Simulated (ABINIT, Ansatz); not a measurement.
**A GW run on TlAsF6 (R-3) in ABINIT, with inputs changed**

A base run on TlAsF6 (R-3), then changed inputs.

Program: ABINIT 10.8.3. Level of theory: PBEsol and many-body steps on it, plane waves. Results are calculated unless marked as measured.

**1. The starting structure**

It takes space group R-3 (No. 148, trigonal). The conventional cell has a = 7.441 Å, b = 7.441 Å, c = 7.448 Å, α = 90.00°, β = 90.00°, γ = 120.00°. Nearest to Tl lie 6 F at 2.95 Å. Nearest to As lie 6 F at 1.75 Å. Nearest to F lie 1 As at 1.75 Å. Farther neighbours and most contacts between anions are not listed.

The cell and positions are those that the Materials Project relaxed with its own functionals (PBE, PBE+U or r2SCAN), kept fixed. Spin-orbit coupling is left out unless a step names it.

**2. Screening, 2×2×2 mesh, 187 bands, screening to 141.5 eV**

This step: ABINIT 10.8.3; RPA screening on PBEsol, plane waves, norm-conserving pseudopotentials.

The RPA dielectric matrix is built and inverted for each q.

Contents of run.abi:

```
acell 3*1.0 Angstrom
rprim 
  3.720723898783 2.148160944528 2.482723275713
  -3.720723898783 2.148160944528 2.482723275713
  0.000000000000 -4.296321889101 2.482723275674
ntypat 3
znucl 81 33 9
natom 8
typat 1 2 3 3 3 3 3 3
xred 
  0.000000000000 0.000000000000 0.000000000000
  0.500000000000 0.500000000000 0.500000000000
  0.698048100000 0.789498230000 0.423038160000
  0.789498230000 0.423038160000 0.698048100000
  0.210501770000 0.576961840000 0.301951900000
  0.423038160000 0.698048100000 0.789498230000
  0.576961840000 0.301951900000 0.210501770000
  0.301951900000 0.210501770000 0.576961840000
pp_dirpath "pseudos"
pseudos "Tl.upf, As.upf, F.upf"
ecut 44
ngkpt 2 2 2
nshiftk 1
shiftk 0 0 0
kptopt 1
chksymbreak 0
istwfk *1
occopt 1
irdwfk 1
optdriver 3
nband 187
ecuteps 5.2
inclvkb 2
awtr 1
symchi 1
indata_prefix "in"
outdata_prefix "out"
tmpdata_prefix "tmp"
```

Launch:

```sh
OMP_NUM_THREADS=1 mpirun -n 8 abinit run.abi > log
```

The log of the run:

```text
.Version 10.8.3 of ABINIT. v10.8.2 released Aug 2026.

 Symmetries : space group R-3 (#148); Bravais hR (rhombohedral)
[... echo of the input left out ...]
== DATASET  1 ==================================================================
-   mpi_nproc: 8, omp_nthreads: 1 (-1 if OMP is not activated)

--- !DatasetInfo
iteration_state: {dtset: 1, }
dimensions: {natom: 8, nkpt: 4, mband: 187, nsppol: 1, nspinor: 1, nspden: 1, mpw: 11210, }
cutoff_energies: {ecut:  44.0, pawecutdg:  -1.0, }
electrons: {nelect:   8.60000000E+01, charge:   0.00000000E+00, occopt:   1.00000000E+00, tsmear:   1.00000000E-02, }

 SCREENING: Calculation of the susceptibility and dielectric matrices

 Based on a program developped by R.W. Godby, V. Olevano, G. Onida, and L. Reining.
 Incorporated in ABINIT by V. Olevano, G.-M. Rignanese, and M. Torrent.
.Using double precision arithmetic ; gwpc =  8

[... cell and pseudopotentials left out ...]
--------------------------------------------------------------------------------

 ==== K-mesh for the wavefunctions ====
 Number of points in the irreducible wedge :     4
[... list of points left out ...]
 Together with  6 symmetry operations and time-reversal symmetry
 yields     8 points in the full Brillouin Zone.

 ==== Q-mesh for the screening function ====
 Number of points in the irreducible wedge :     4
[... list of points left out ...]
 Together with  6 symmetry operations and time-reversal symmetry
 yields     8 points in the full Brillouin Zone.

 setmesh: FFT mesh size selected  =    40x   40x   40
          total number of points  =        64000

 vcoul_init : cutoff-mode = AUXILIARY_FUNCTION
 q-points for optical limit:   1
     1)      0.000010    0.000020    0.000030

- screening: taking advantage of time-reversal symmetry
- Maximum band index for partially occupied states nbvw = 43
- Remaining bands to be divided among processors   nbcw = 144
- Number of bands treated by each node ~18

 Number of electrons calculated from density =   86.0000; Expected =   86.0000
 average of density, n =  0.107036
 r_s =    1.3066
 omega_plasma =   31.5587 [eV]

 calculating chi0 at frequencies [eV] :
  1    0.000000E+00    0.000000E+00
  2    0.000000E+00    3.155874E+01

--------------------------------------------------------------------------------
  q-point number  1        q = ( 0.000000, 0.000000, 0.000000) [r.l.u.]
--------------------------------------------------------------------------------
[... chi0 elements left out ...]
 For q-point:  0.000010 0.000020 0.000030
  dielectric constant =   2.4608
  dielectric constant without local fields =   2.8828

  Average fulfillment of the sum rule on Im[epsilon] for q-point    1 :     46.63  [%]
[... wings left out ...]
  q-point number  2        q = ( 0.500000, 0.000000, 0.000000) [r.l.u.]
--------------------------------------------------------------------------------
[... chi0 elements left out ...]
  Average fulfillment of the sum rule on Im[epsilon] for q-point    2 :     51.82  [%]

 [... 2 further q-points ...]
```

Run time: 1.9 min. Hardware: 8 MPI ranks of Arm Neoverse N1, shared host; peak memory 3.6 GiB; 15 min of CPU time.

This step gave:

| Quantity | Value |
| --- | --- |
| ε∞ with local fields, on this mesh, along the program's q direction | 2.461 |
| the same without local fields | 2.883 |
| plasma frequency | 31.56 eV |
| plane waves in the screening matrix | 467 |

Local fields lower ε∞ by 15 %. On a Γ-centred mesh this coarse the value itself is usually too large, while a short band sum pulls it down.

**3. Base**

The self-energy is evaluated for the states that the input lists, and the levels follow from it, in one-shot runs by the linearised quasiparticle equation.

This step: G0W0 on PBEsol, plane waves, norm-conserving pseudopotentials.

run.abi: that of step 2 with these lines changed.

```diff
@@ -29,8 +29,19 @@
 irdwfk 1
-optdriver 3
+optdriver 4
 nband 187
+gwcalctyp 0
+ecutsigx 44
+symsigma 1
+nkptgw 3
+kptgw 
+  0.5000000000 0.5000000000 0.0000000000
+  0.5000000000 0.0000000000 0.0000000000
+  0.0000000000 0.0000000000 0.0000000000
+bdgw 
+  42 45
+  42 45
+  41 45
 ecuteps 5.2
-inclvkb 2
-awtr 1
-symchi 1
+irdscr 1
+ppmodel 1
 indata_prefix "in"
```

The log of the run:

```text
.Version 10.8.3 of ABINIT. v10.8.2 released Aug 2026.

 Symmetries : space group R-3 (#148); Bravais hR (rhombohedral)
[... echo of the input left out ...]
== DATASET  1 ==================================================================
-   mpi_nproc: 8, omp_nthreads: 1 (-1 if OMP is not activated)

--- !DatasetInfo
iteration_state: {dtset: 1, }
dimensions: {natom: 8, nkpt: 4, mband: 187, nsppol: 1, nspinor: 1, nspden: 1, mpw: 11210, }
cutoff_energies: {ecut:  44.0, pawecutdg:  -1.0, }
electrons: {nelect:   8.60000000E+01, charge:   0.00000000E+00, occopt:   1.00000000E+00, tsmear:   1.00000000E-02, }

 SIGMA: Calculation of the GW corrections

 Based on a program developped by R.W. Godby, V. Olevano, G. Onida, and L. Reining.
 Incorporated in ABINIT by V. Olevano, G.-M. Rignanese, and M. Torrent.
.Using double precision arithmetic ; gwpc =  8

[... cell and pseudopotentials left out ...]
--------------------------------------------------------------------------------

 ==== K-mesh for the wavefunctions ====
 Number of points in the irreducible wedge :     4
[... list of points left out ...]
 Together with  6 symmetry operations and time-reversal symmetry
 yields     8 points in the full Brillouin Zone.

 ==== Q-mesh for screening function ====
 Number of points in the irreducible wedge :     4
[... list of points left out ...]
 Together with  6 symmetry operations and time-reversal symmetry
 yields     8 points in the full Brillouin Zone.

 vcoul_init : cutoff-mode = AUXILIARY_FUNCTION
 q-points for optical limit:   1
     1)      0.000010    0.000020    0.000030
 setmesh: FFT mesh size selected  =    60x   60x   60
          total number of points  =       216000

 Number of electrons calculated from density =   86.0000; Expected =   86.0000
 average of density, n =  0.107036
 r_s =    1.3066
 omega_plasma =   31.5587 [eV]

 === KS Band Gaps ===
  >>>> For spin  1
   Minimum direct gap =   4.7772 [eV], located at k-point      :   0.5000  0.0000  0.0000
   Fundamental gap    =   4.7493 [eV], Top of valence bands at :   0.5000  0.5000  0.0000
                                       Bottom of conduction at :   0.5000  0.0000  0.0000
 SIGMA fundamental parameters:
 PLASMON POLE MODEL  1
 number of plane-waves for SigmaX                11127
 number of plane-waves for SigmaC and W            467
 number of plane-waves for wavefunctions         11127
 number of bands                                   187
 number of independent spin polarizations            1
 number of spinorial components                      1
 number of k-points in IBZ                           4
 number of q-points in IBZ                           4
 number of symmetry operations                       6
 number of k-points in BZ                            8
 number of q-points in BZ                            8
 number of frequencies for dSigma/dE                 9
 frequency step for dSigma/dE [eV]                0.25
 number of omega for Sigma on real axis              0
 max omega for Sigma on real axis  [eV]           0.00
 zcut for avoiding poles [eV]                     0.10

 EPSILON^-1 parameters (SCR file):
 dimension of the eps^-1 matrix on file            467
 dimension of the eps^-1 matrix used               467
 number of plane-waves for wavefunctions         11127
 number of bands                                   187
 number of q-points in IBZ                           4
 number of frequencies                               2
 number of real frequencies                          1
 number of imag frequencies                          1

 matrix elements of self-energy operator (all in [eV])

 Perturbative Calculation

--- !SelfEnergy_ee
iteration_state: {dtset: 1, }
kpoint     : [   0.500,    0.500,    0.000, ]
spin       : 1
KS_gap     :    5.486
QP_gap     :    9.887
Delta_QP_KS:    4.401
data: !SigmaeeData |
     Band     E0 <VxcDFT>   SigX SigC(E0)      Z dSigC/dE  Sig(E)    E-E0       E
       42  -0.556 -23.065 -30.886   5.639   0.806  -0.241 -24.823  -1.758  -2.314
       43   0.423 -16.869 -20.287   1.629   0.852  -0.174 -18.393  -1.525  -1.102
       44   5.909 -22.173 -16.652  -2.106   0.842  -0.187 -19.297   2.876   8.785
       45   7.240 -11.146  -6.798  -2.572   0.878  -0.139  -9.586   1.560   8.800

--- !SelfEnergy_ee
iteration_state: {dtset: 1, }
kpoint     : [   0.500,    0.000,    0.000, ]
spin       : 1
KS_gap     :    4.777
QP_gap     :    8.586
Delta_QP_KS:    3.809
data: !SigmaeeData |
     Band     E0 <VxcDFT>   SigX SigC(E0)      Z dSigC/dE  Sig(E)    E-E0       E
       42  -0.558 -22.941 -30.809   5.649   0.806  -0.240 -24.729  -1.788  -2.346
       43   0.395 -17.275 -20.899   1.834   0.849  -0.177 -18.796  -1.520  -1.125
[...]
--- !SelfEnergy_ee
iteration_state: {dtset: 1, }
kpoint     : [   0.000,    0.000,    0.000, ]
spin       : 1
KS_gap     :    6.156
QP_gap     :   10.594
Delta_QP_KS:    4.438
data: !SigmaeeData |
     Band     E0 <VxcDFT>   SigX SigC(E0)      Z dSigC/dE  Sig(E)    E-E0       E
[...]
43  -0.276 -20.491 -26.715   4.153   0.823  -0.214 -22.196  -1.705  -1.981
       44   5.880 -21.636 -16.248  -2.153   0.845  -0.184 -18.903   2.733   8.612
       45   7.950 -11.050  -6.454  -2.611   0.879  -0.138  -9.306   1.745   9.695

== END DATASET(S) ==============================================================
================================================================================

 -outvars: echo values of variables after computation  --------
           etotal      0.0000000000E+00
            nband         187
             nkpt           4
          spgroup         148
 [... the other variables as echoed above ...]

 Calculation completed.
```

The job ended after 47 s (8 MPI ranks; peak memory 2.4 GiB; 6.3 min of CPU time).

This step gave:

```yaml
g0w0_gap_on_the_points_computed: 8.563 eV
starting_gap_on_the_mesh: 4.749 eV
k_of_the_valence_top: 0.5, 0.5, 0
k_of_the_conduction_bottom: 0.5, 0, 0
z_at_the_valence_top: 0.852
z_at_the_conduction_bottom: 0.857
least_direct_g0w0_gap_on_the_computed_points: 8.586 eV
```

The gap on the mesh goes from 4.75 eV to 8.56 eV, a correction of +3.81 eV.

**4. Smaller part of the screening matrix**

run.abi: that of step 3 with these lines changed.

```diff
@@ -43,3 +43,3 @@
   41 45
-ecuteps 5.2
+ecuteps 2.6
 irdscr 1
```

The log of the run:

```text
.Version 10.8.3 of ABINIT. v10.8.2 released Aug 2026.

 Symmetries : space group R-3 (#148); Bravais hR (rhombohedral)
[... echo of the input left out ...]
== DATASET  1 ==================================================================
-   mpi_nproc: 8, omp_nthreads: 1 (-1 if OMP is not activated)

--- !DatasetInfo
iteration_state: {dtset: 1, }
dimensions: {natom: 8, nkpt: 4, mband: 187, nsppol: 1, nspinor: 1, nspden: 1, mpw: 11210, }
cutoff_energies: {ecut:  44.0, pawecutdg:  -1.0, }
electrons: {nelect:   8.60000000E+01, charge:   0.00000000E+00, occopt:   1.00000000E+00, tsmear:   1.00000000E-02, }

 SIGMA: Calculation of the GW corrections

 Based on a program developped by R.W. Godby, V. Olevano, G. Onida, and L. Reining.
 Incorporated in ABINIT by V. Olevano, G.-M. Rignanese, and M. Torrent.
.Using double precision arithmetic ; gwpc =  8

[... cell and pseudopotentials left out ...]
--------------------------------------------------------------------------------

 ==== K-mesh for the wavefunctions ====
 Number of points in the irreducible wedge :     4
[... list of points left out ...]
 Together with  6 symmetry operations and time-reversal symmetry
 yields     8 points in the full Brillouin Zone.

 ==== Q-mesh for screening function ====
 Number of points in the irreducible wedge :     4
[... list of points left out ...]
 Together with  6 symmetry operations and time-reversal symmetry
 yields     8 points in the full Brillouin Zone.

 vcoul_init : cutoff-mode = AUXILIARY_FUNCTION
 q-points for optical limit:   1
     1)      0.000010    0.000020    0.000030
 setmesh: FFT mesh size selected  =    60x   60x   60
          total number of points  =       216000

 Number of electrons calculated from density =   86.0000; Expected =   86.0000
[...]
number of plane-waves for wavefunctions         11127
 number of bands                                   187
 number of q-points in IBZ                           4
 number of frequencies                               2
 number of real frequencies                          1
 number of imag frequencies                          1

 matrix elements of self-energy operator (all in [eV])

 Perturbative Calculation

--- !SelfEnergy_ee
iteration_state: {dtset: 1, }
kpoint     : [   0.500,    0.500,    0.000, ]
spin       : 1
KS_gap     :    5.486
QP_gap     :    9.888
Delta_QP_KS:    4.402
data: !SigmaeeData |
     Band     E0 <VxcDFT>   SigX SigC(E0)      Z dSigC/dE  Sig(E)    E-E0       E
       42  -0.556 -23.065 -30.886   4.986   0.826  -0.211 -25.406  -2.341  -2.897
       43   0.423 -16.869 -20.287   1.491   0.860  -0.162 -18.527  -1.658  -1.235
       44   5.909 -22.173 -16.652  -2.317   0.857  -0.167 -19.429   2.744   8.653
[...]
--- !SelfEnergy_ee
iteration_state: {dtset: 1, }
kpoint     : [   0.500,    0.000,    0.000, ]
spin       : 1
KS_gap     :    4.777
QP_gap     :    8.612
Delta_QP_KS:    3.834
data: !SigmaeeData |
     Band     E0 <VxcDFT>   SigX SigC(E0)      Z dSigC/dE  Sig(E)    E-E0       E
[...]
--- !SelfEnergy_ee
iteration_state: {dtset: 1, }
kpoint     : [   0.000,    0.000,    0.000, ]
spin       : 1
KS_gap     :    6.156
QP_gap     :   10.894
Delta_QP_KS:    4.738
data: !SigmaeeData |
     Band     E0 <VxcDFT>   SigX SigC(E0)      Z dSigC/dE  Sig(E)    E-E0       E
[...]
44   5.880 -21.636 -16.248  -2.348   0.859  -0.165 -19.026   2.610   8.490
       45   7.950 -11.050  -6.454  -2.687   0.881  -0.135  -9.368   1.683   9.633

== END DATASET(S) ==============================================================
================================================================================

 -outvars: echo values of variables after computation  --------
           etotal      0.0000000000E+00
            nband         187
             nkpt           4
          spgroup         148
 [... the other variables as echoed above ...]

 Calculation completed.
```

The job ended after 15 s (8 MPI ranks; peak memory 2 GiB; 2 min of CPU time).

Numbers from this step:

- G0W0 gap on the points computed: 8.56 eV
- starting gap on the mesh: 4.749 eV
- k of the valence top: 0.5, 0.5, 0
- k of the conduction bottom: 0.5, 0, 0
- Z at the valence top: 0.86
- Z at the conduction bottom: 0.867
- least direct G0W0 gap on the computed points: 8.612 eV

**5. Side by side**

Times are wall times on 8 MPI ranks of Arm Neoverse N1, shared host, good to a factor of about two. A run's time includes the screening step that it read.

```csv
run,mesh,bands,screening cutoff (eV),DFT gap (eV),gap on the mesh (eV),direct (eV),ε∞ used,time
base,2×2×2,187,141.5,4.749,8.563,8.586,2.46,2.7 min
smaller part of the screening matrix,2×2×2,187,70.7,4.749,8.560,8.612,2.46,2.2 min
```

**6. Summary of results**

```
base                                 : 8.563 eV
smaller part of the screening matrix : 8.560 eV
known limits                         : not at the basis limit; no spin-orbit coupling; coarse k mesh
```

**Reading.** Smaller part of the screening matrix: −0.003 eV against base (keys changed: ecuteps). Bands and cutoff are finite, so the gap is not at the basis limit. The miss can reach some tenths of an eV and take either sign; the mesh is an error of its own. In the G0W0 runs levels were corrected at 3 k points alone, so a gap called «on the mesh» is the least over those, and an edge elsewhere would be missed. A denser mesh or path gives a starting gap of 4.67 eV: the GW mesh misses a band edge, so its gaps are not the fundamental one. The 2×2×2 mesh is coarse for this cell, which bears on the long-range parts of exchange and screening. Where an edge is built on 6p states of lead, bismuth or thallium, scalar-relativistic gaps usually stand too wide, by a few tenths to over one eV. The many-body steps are scalar-relativistic: spin-orbit coupling is not in them.

[Paths, hosts, dates, memory and timing lines, banners, echoed tables and standing remarks are left out of the program output.]

[Logs are printed without paths, hosts, clocks, repeated set-up lines and the standing remarks that a program may print on its own settings, such as how far it seeks lower states.]

[Runs of the session that timed out or met a known fault of the program may be left out.]

[Hosts, paths, dates, database ids (printed as entryN), source tags and the programs' standing remarks are cut or masked in the printed files.]

[G0W0 gaps are taken among the corrected bands and points alone; a level outside them can change the order at an edge.]

[Where Ansatz stands beside ABINIT at settings called matched, ABINIT's density can come from a denser mesh and the files from another edition; pairs whose starting gaps differed by over 0.03 eV were left out, so agreement reads better than it is.]
